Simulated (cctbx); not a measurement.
# What is wrong with this refinement?

Cell a = 9.3940 Å, b = 3.3300 Å, c = 7.9120 Å, α = 90.00°, β = 118.97°, γ = 90.00°; space group C2/m (no. 12). The compound is SiAsW.

Simulated single-crystal data (cctbx): synchrotron X-rays, λ = 0.7749 Å, to d = 0.7 Å, 70 % of the full sphere, strongest reflection 5000 counts, noise from counting, a 1.5 % proportional error and a noise floor of 15 counts (s.d.); no absorption, and some extinction, which the refinements don't model.

An anisotropic refinement with weights 1/σ² prints:

```text
Rint 0.030, 373 unique reflections to 0.70 A
cycle     R1     wR2    GooF  max shift (A)
   1  0.1216  0.2386   7.044   0.00387
   2  0.1208  0.2337   6.899   0.00000
final R1 0.1208 wR2 0.2337 GooF 6.899  parameters 12  data/parameter 31.1
atom        x        y        z      Ueq    occ   su(xyz)  su(Uiso or U11)
W1     0.35003  0.50000  0.79541   0.0057  1.000  0.00036  0.0009
As1    0.14396  0.00000  0.53091   0.0089  1.000  0.00086  0.0026
difference map: max 57.40 min -5.17 rms 2.59
Q1    0.1094  0.5000  0.8966    4   59.13  2.73 A from W1
Q2    0.1508  0.0000  0.2156    4    8.05  0.08 A from W1
Q3    0.2085  0.5000  0.0331    4    3.84  2.37 A from W1
Q4    0.0056  0.5000  0.2417    4    3.76  2.25 A from W1
Q5    0.1734  0.5000  0.8202    4    3.41  1.76 A from W1
Q6    0.0429  0.1405  0.1287    8    3.12  1.00 A from W1
```

Q: Accept it or mend it, and why?

Mend it. The fault: an atom left out, Si at (0.1099, 1/2, 0.8969). Against the right model at the same level, R1 goes from 0.0162 to 0.1208 and GooF from 0.99 to 6.90 and the top difference peak, 59.1 e/Å³, lies 2.73 Å from W1. Q1 is the missing atom. With scattering power missing, scale and phases suffer, so peaks may also grow on the heavy atoms.

The compound is SiAsW. The right model at the same level gives:

```text
Rint 0.030, 373 unique reflections to 0.70 A
cycle     R1     wR2    GooF  max shift (A)
   1  0.0290  0.0622   1.852   0.00254
   2  0.0162  0.0331   0.986   0.00000
final R1 0.0162 wR2 0.0331 GooF 0.986  parameters 18  data/parameter 20.7
atom        x        y        z      Ueq    occ   su(xyz)  su(Uiso or U11)
W1     0.34989  0.50000  0.79533   0.0061  1.000  0.00005  0.0001
As1    0.14360  0.00000  0.53081   0.0099  1.000  0.00012  0.0004
Si1    0.10983  0.50000  0.89688   0.0081  1.000  0.00033  0.0009
difference map: max 2.34 min -2.46 rms 0.59
Q1    0.2060  0.5000  0.0693    4    2.35  1.22 A from Si1
Q2    0.0095  0.0000  0.1781    4    2.07  1.23 A from W1
Q3    0.0376  0.5000  0.2653    4    2.01  1.36 A from Si1
Q4    0.0166  0.0000  0.3759    4    1.94  1.23 A from As1
Q5    0.1952  0.0000  0.9206    4    1.72  1.70 A from Si1
Q6    0.1086  0.2867  0.0668    8    1.65  1.36 A from W1
```

The model was made for the exercise: a known structure type with other elements put in, its volume estimated, not relaxed; displacement parameters are assumed.

[Middle refinement cycles are left out of these outputs.]

[Logs are printed without paths, hosts, clocks, repeated set-up lines and the standing remarks that a program may print on its own settings, such as how far it seeks lower states.]
